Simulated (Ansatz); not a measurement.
# LaGaO3 (Pm-3m): following an unstable mode, part 3 of 3

Which phase does LaGaO3 (Pm-3m) fall into along its unstable mode, and how much energy does it gain?

Ansatz 0.2.0; DFT PBEsol, scalar-relativistic, plane waves, PAW; PAW set soft_1.

So far. Step 5 (Energy along the mode, all amplitudes (two of the runs …): The lowest of the steps tried is at 0.45 Å, 42.8 meV/atom below the parent; the bottom of the well need not coincide with a step. Step 7 (The new phase in its own primitive cell): The largest force component left is 0.38 meV/Å and the pressure is -0.004 GPa, within the tolerances set. The cell now holds 11.69 Å³/atom. The relaxed cell has a, b, c = 5.467, 7.735, 5.531 Å (conventional setting).

## Step 8: Modes of the new phase, k-mesh 6×6×6

A relaxed structure may still be a saddle point, so its zone-centre modes are computed. The response to a homogeneous field gives the Born charges and the dielectric tensor.

input.yaml

```yaml
crystal:
  lattice:
    - [-2.733460108, 3.8674588707, 2.7656589299]
    - [2.733460108, -3.8674588707, 2.7656589299]
    - [2.733460108, 3.8674588707, -2.7656589299]
  atoms:
    - { symbol: La, position: [0.2570716945, 0.5070716945, 0.75] }
    - { symbol: La, position: [0.7429283055, 0.4929283055, 0.25] }
    - { symbol: Ga, position: [0.0, 0.0, 0.0] }
    - { symbol: Ga, position: [0.5, 0.0, 0.5] }
    - { symbol: O, position: [0.70716912, 0.0, 0.20716912] }
    - { symbol: O, position: [0.29283088, 0.0, 0.79283088] }
    - { symbol: O, position: [0.1722128482, 0.9222128482, 0.25] }
    - { symbol: O, position: [0.8277871518, 0.0777871518, 0.75] }
    - { symbol: O, position: [0.29283088, 0.5, 0.29283088] }
    - { symbol: O, position: [0.70716912, 0.5, 0.70716912] }
kpoints:
  mp_grid: { grid: [6, 6, 6] }
hamiltonian:
  xc: pbesol
  pseudopotentials: { kind: paw, azcp: { folder: soft_1 }, xc_functional: pbe }
scf:
  occupations: { method: fixed }
output:
  eigenvalues: true
phonons:
  method: dfpt
  dielectric: true
  rigid_motions: translations
```

Command:

```console
ansatz run input.yaml --threads 4 --pin off --max-ram 10240MiB --backend cpu --events-out ev --progress --plain --runs-dir out
```

Numbers of over 12 decimals in the logs are rounded to 6 here.

Output:

```text
[...]
Crystal: 10 atoms, lattice volume = 116.949 Å³
Basis set: ecut = 420 eV, 2253 PW (Γ), exchange–correlation on 80×80×80 points (8 copies of the dense FFT grid, shifted against one another)
Bands: 52, of which v1, the nominal top of the filled ones, is band 42 counted from 1 (41 counted from 0)
Symmetry: 8 space group operations
k-points: 112 of 216 (irreducible under 1 space group operation, time reversal used)
[...]
SCF iter   1: F=—  HF=-23187.977209 eV  |F-HF|=—  |Δ(HF+E_count)|=         —  Δρ=8.18e-2  dr2=5.42e0  ethr=3.10e-3  ⟨swp⟩=3.6  Hψ=20849  notcnv=0  defer=97
[...]
SCF iter  12: F=-23186.763664 eV  HF=-23186.763664 eV  |F-HF|=5.46e-11  |Δ(HF+E_count)|=  4.11e-10  Δρ=2.68e-7  dr2=9.38e-11  ethr=1.00e-12  ⟨swp⟩=18.5  Hψ=51604  notcnv=0
SCF 1 converged in 12 iterations: F = -23186.763664 eV  dr2 = 9.38e-11
[...]
NSCF: frozen V_eff on 5 k-points
DFPT response loops at Γ: preconditioner auto → none (the input reference at scf.mixing.eps_inf says where Resta's filter doesn't serve); β = 0.50; Broyden in place of MSR1
SCF converged after 12 iterations
Free energy (F): -23186.763664 eV
[...]
Internal energy: -23186.763664 eV  (E = F + TS)
E sigma→0 (E₀):  -23186.763664 eV
Fermi energy:    11.187618 eV
[...]
--- Band table (eV; the first three rows and the last of 112) ---
  k-point 0: bands = [... 38 lower, 10.8467, 10.8505, 10.9962, 11.0247, 14.6642, 15.3870, 15.8079, 15.9173, ... 6 higher]
  k-point 1: bands = [... 38 lower, 10.6436, 10.7090, 10.8319, 10.8736, 15.1451, 15.5824, 15.8092, 15.9054, ... 6 higher]
  k-point 2: bands = [... 38 lower, 10.5027, 10.5318, 10.7913, 10.7961, 15.7552, 15.8778, 15.9390, 15.9667, ... 6 higher]
  k-point 111: bands = [... 38 lower, 10.1948, 10.2590, 10.8305, 11.0302, 15.8673, 15.8971, 15.9128, 15.9693, ... 6 higher]
--- Phonons (Γ-DFPT): 12 representative perturbations + reference, on 112 of 216 k-points (Σ response iterations 57) ---
  k mesh reduced under 1 symmetry operation, with k and −k counted as one. Each operation leaves every solved perturbation unchanged. A smaller set is not considered because the run solves the response to a homogeneous field
  ASR residual: 2.959e-4 → 0.000e0 eV/Å²; symmetrization residual: 1.057e-5 eV/Å²
  ASR residual per site (eV/Å²): 2.96e-4 2.96e-4 4.55e-5 4.55e-5 1.05e-4 1.05e-4 1.93e-4 1.93e-4 1.05e-4 1.05e-4
  Γ frequencies (cm⁻¹): 0.00 0.00 0.00 82.27 88.25 127.95 136.95 148.56 155.02 158.98 174.97 218.78 260.34 263.29 272.14 281.05 283.75 288.84 294.24 295.99 377.97 386.23 393.79 406.91 410.54 435.04 557.42 562.76 603.83 696.77
  ε∞ (high-frequency dielectric tensor):
        5.045604    -0.000000     0.000000
       -0.000000     4.996163     0.000000
       -0.000000     0.000000     5.255737
  ε⁰ (static dielectric tensor: ions relaxed, cell fixed):
       37.894584     0.000000     0.000000
        0.000000    24.942291     0.000000
        0.000000     0.000000    23.884158
  ε⁰ − ε∞ (ionic part):
       32.848980     0.000000     0.000000
        0.000000    19.946127     0.000000
        0.000000     0.000000    18.628421
  softest optical mode at Γ: 82.27 cm⁻¹; the repairs (sum rule, projections) moved no ω² at Γ by more than (2.95 cm⁻¹)²
  Born effective charges Z* (e; rows j = field, columns β = displacement):
    site 0:
         4.25968    0.00000    0.00000
         0.00000    4.01199    0.00000
         0.00000    0.00000    4.69106
    site 1:
         4.25968   -0.00000    0.00000
        -0.00000    4.01199    0.00000
        -0.00000    0.00000    4.69106
    site 2:
         3.25590   -0.00000    0.00000
         0.00000    3.38348    0.16256
         0.00000   -0.02658    3.38131
    site 3:
         3.25590    0.00000    0.00000
        -0.00000    3.38348   -0.16256
        -0.00000    0.02658    3.38131
    site 4:
        -2.65217    0.00000    0.11078
         0.00000   -2.33701   -0.00000
         0.11577   -0.00000   -2.67391
    site 5:
        -2.65217    0.00000    0.11078
         0.00000   -2.33701   -0.00000
         0.11577   -0.00000   -2.67391
    site 6:
        -2.21124    0.00000    0.00000
        -0.00000   -2.72145   -0.00000
        -0.00000   -0.00000   -2.72456
    site 7:
        -2.21124    0.00000    0.00000
        -0.00000   -2.72145   -0.00000
         0.00000   -0.00000   -2.72456
    site 8:
        -2.65217   -0.00000   -0.11078
        -0.00000   -2.33701   -0.00000
        -0.11577   -0.00000   -2.67391
    site 9:
        -2.65217   -0.00000   -0.11078
        -0.00000   -2.33701   -0.00000
        -0.11577   -0.00000   -2.67391
  Z* charge neutrality: 8.373e-5 e pre-enforcement
  k-mesh period / interband length: 32.8 Å / 1.54 Å = 21.35 at k = (0.0000, 0.0000, 0.0000), direct gap 3.639 eV — 14 or more, which is no proof of convergence
  optical modes at Γ without the LO–TO term, one row a degenerate level:
      ω (cm⁻¹)  modes    IR ((D/Å)²/amu)
         82.27      1             0.0000
[...]
optical modes at Γ + LO–TO along q̂ = [1.0000, 0.0000, 0.0000]:
      ω (cm⁻¹)  modes    IR ((D/Å)²/amu)
[...]
optical modes at Γ + LO–TO along q̂ = [0.0000, 1.0000, 0.0000]:
      ω (cm⁻¹)  modes    IR ((D/Å)²/amu)
[...]
optical modes at Γ + LO–TO along q̂ = [0.0000, 0.0000, 1.0000]:
      ω (cm⁻¹)  modes    IR ((D/Å)²/amu)
[...]
295.99      1            12.7916
        375.57      1             0.7273
        377.97      1             0.0000
        393.79      1             0.0000
        406.91      1             0.0000
        410.54      1             0.0000
        435.04      1             0.0000
        537.27      1            30.1898
        557.42      1             9.8325
        562.76      1             7.0200
        657.17      1            46.3928
        696.77      1             0.0000
```

Elapsed: 10 min, on 4 threads of Arm Neoverse V1, shared host; peak memory 3.2 GiB.

This step gave:

* sum-rule residual before enforcement: 2.96e-4 eV/Å²
* miss of the charge sum rule: 8.37e-5 e
* point group: mmm
* highest optical mode at the zone centre (no LO-TO term): 696.8 cm⁻¹
* lowest optical zone-centre mode: 82.27 cm⁻¹
* mean high-frequency dielectric constant: 5.099
* largest Born charge (third of the trace): 4.321 e
* mean static dielectric constant: 28.91
* top of the zone-centre spectrum with the field: 696.8 cm⁻¹

Without the LO-TO term. Patterns of degenerate modes are one choice out of their space. The modes at Γ (shares of kinetic energy by element, %):

```csv
mode,frequency (cm⁻¹),symmetry,La %,Ga %,O %
1,0.0,acoustic,54,27,19
2,0.0,acoustic,54,27,19
3,0.0,acoustic,54,27,19
4,82.3,B1g,0,0,100
5,88.2,B2g,35,0,65
6,128.0,B3u,39,17,43
7,136.9,B3g,100,0,0
8,148.6,B2g,64,0,36
9,155.0,Ag,98,0,2
10,159.0,B2u,45,36,19
11,175.0,B1u,44,42,14
12,218.8,B3u,6,21,73
13,260.3,B2u,1,49,50
14,263.3,B3u,0,30,70
15,272.1,B1u,1,81,18
16,281.1,Au,0,36,64
17,283.8,Ag,2,0,98
18,288.8,Au,0,64,36
19,294.2,B1u,0,45,55
20,296.0,B2u,1,84,15
21,378.0,B2g,1,0,99
22,386.2,B1u,0,1,98
23,393.8,B3g,0,0,100
24,406.9,B1g,0,0,100
25,410.5,B3g,0,0,100
26,435.0,Ag,0,0,100
27,557.4,B3u,0,4,96
28,562.8,B2u,0,3,97
29,603.8,B1u,0,3,96
30,696.8,B3g,0,0,100
```

Displacements in mode 4 (82.3 cm⁻¹), the largest set to 1:
```
La1  0.00  0.00  0.00
La2  0.00  0.00  0.00
Ga3  0.00  0.00  0.00
Ga4  0.00  0.00  0.00
O5  -0.99  0.00 -1.00
O6   0.99  0.00  1.00
O7   0.00  0.00  0.00
O8   0.00  0.00  0.00
O9   0.99  0.00 -1.00
O10 -0.99  0.00  1.00
```

Displacements in mode 24 (406.9 cm⁻¹), the largest set to 1:
```
La1  0.00  0.00  0.00
La2  0.00  0.00  0.00
Ga3  0.00  0.00  0.00
Ga4  0.00  0.00  0.00
O5   1.00  0.00 -0.99
O6  -1.00  0.00  0.99
O7   0.00  0.00  0.00
O8   0.00  0.00  0.00
O9  -1.00  0.00 -0.99
O10  1.00  0.00  0.99
```

Optical modes at the zone centre, without and with the macroscopic field of the longitudinal modes; each column is sorted by frequency, so a row need not hold one and the same mode. Modes with and without the field, by row:

```csv
rank among optical modes,no field (cm⁻¹),"q along (1, 0, 0) (cm⁻¹)","q along (0, 1, 0) (cm⁻¹)","q along (0, 0, 1) (cm⁻¹)"
1,82.3,82.3,82.3,82.3
2,88.2,88.2,88.2,88.2
3,128,136.9,128,128
4,136.9,148.6,136.9,136.9
5,148.6,155,148.6,148.6
6,155,159,155,155
7,159,175,175,159
8,175,176.3,178.3,189.5
9,218.8,220.6,218.8,218.8
10,260.3,260.3,263.3,260.3
11,263.3,272.1,272.1,263.3
12,272.1,281.1,281.1,277.2
13,281.1,283.8,283.8,281.1
14,283.8,288.8,286.7,283.8
15,288.8,294.2,288.8,288.8
16,294.2,296,294.2,296
17,296,378,378,375.6
18,378,386.2,386.2,378
19,386.2,393.8,393.8,393.8
20,393.8,406.9,406.9,406.9
21,406.9,410.5,410.5,410.5
22,410.5,435,435,435
23,435,457.6,481.4,537.3
24,557.4,562.8,557.4,557.4
25,562.8,603.8,603.8,562.8
26,603.8,632.6,625.9,657.2
27,696.8,696.8,696.8,696.8
```

Born charge (rows field, columns displacement) (e), principal values of the symmetric part by kind of site:

```csv
atom,atoms with these values,low,middle,high,mean
La1,2,4.01,4.26,4.69,4.32
Ga3,2,3.26,3.31,3.45,3.34
O5,4,-2.78,-2.55,-2.34,-2.55
O7,2,-2.72,-2.72,-2.21,-2.55
```

In full for La1:

```
4.26 0.00 0.00
0.00 4.01 0.00
0.00 0.00 4.69
```

High-frequency dielectric tensor:

```
5.05 0.00 0.00
0.00 5.00 0.00
0.00 0.00 5.26
```

Static dielectric tensor (ions relaxed, fixed cell):

```
37.89  0.00  0.00
 0.00 24.94  0.00
 0.00  0.00 23.88
```

Transverse modes. Infrared lines, with heights relative to the strongest:

```csv
position (cm⁻¹),label,relative intensity
82,B1g,0.0
88,B2g,0.0
128,B3u,45
137,B3g,0.0
149,B2g,0.0
155,Ag,0.0
159,B2u,22
175,B1u,19
219,B3u,2.7
260,B2u,81
263,B3u,83
272,B1u,30
281,Au,0.0
284,Ag,0.0
289,Au,0.0
294,B1u,100
296,B2u,29
378,B2g,0.0
386,B1u,14
394,B3g,0.0
407,B1g,0.0
410,B3g,0.0
435,Ag,0.0
557,B3u,22
563,B2u,16
604,B1u,12
697,B3g,0.0
```

Before it was imposed, the acoustic sum rule was missed by 3.0e-4 eV/Å² and the charge sum rule by 8.4e-5 e. Small misses are needed for a sound result but don't prove that mesh and cutoff are converged. The lowest optical mode is real, 82.3 cm⁻¹.

## Step 9: What came out

* unstable mode of the parent: q = (-0.5, -0.5, -0.5), 213i cm⁻¹
* depth at the lowest point sampled: 42.8 meV/atom
* largest atomic shift at that point: 0.45 Å
* space group reached (within 0.01 Å): Imma
* energy gained over the parent (first relaxation, on the mesh of the frozen mode): 49.1 meV/atom
* volume per atom, phase reached: 11.7 Å³
* gap on the k-mesh, phase reached: 3.48 eV
* lowest optical zone-centre mode, phase reached: 82.3 cm⁻¹
* highest optical mode at the zone centre (no LO-TO term), phase reached: 697 cm⁻¹

What this shows: Along this mode the structure falls into Imma, 49.1 meV/atom below the parent. At the parent's cell the well is 42.84 meV/atom deep on the steps tried, with its lowest point at a shift of 0.45 Å. Relaxing atoms and cell changes the gain by +6.26 meV/atom against the lowest step (energies at zero smearing). The new phase has no imaginary mode at the zone centre of its cell; other wavevectors were not checked. Of the 4 patterns followed to their end from this parent, this one reaches the lowest energy. Another end point lies within 1 meV/atom; how such a difference moves with mesh and cutoff was not tested. Each path keeps the symmetry of its pattern, so a lower phase may lie along a pattern not tried. Spin-orbit coupling is left out, which can matter for the heavy elements here. The PAW files were made for PBE and serve the other functionals too.

[Logs are printed without paths, hosts, clocks, repeated set-up lines and the standing remarks that a program may print on its own settings, such as how far it seeks lower states.]

[Hosts, paths, dates, database ids (printed as entryN), source tags and the programs' standing remarks are cut or masked in the printed files.]
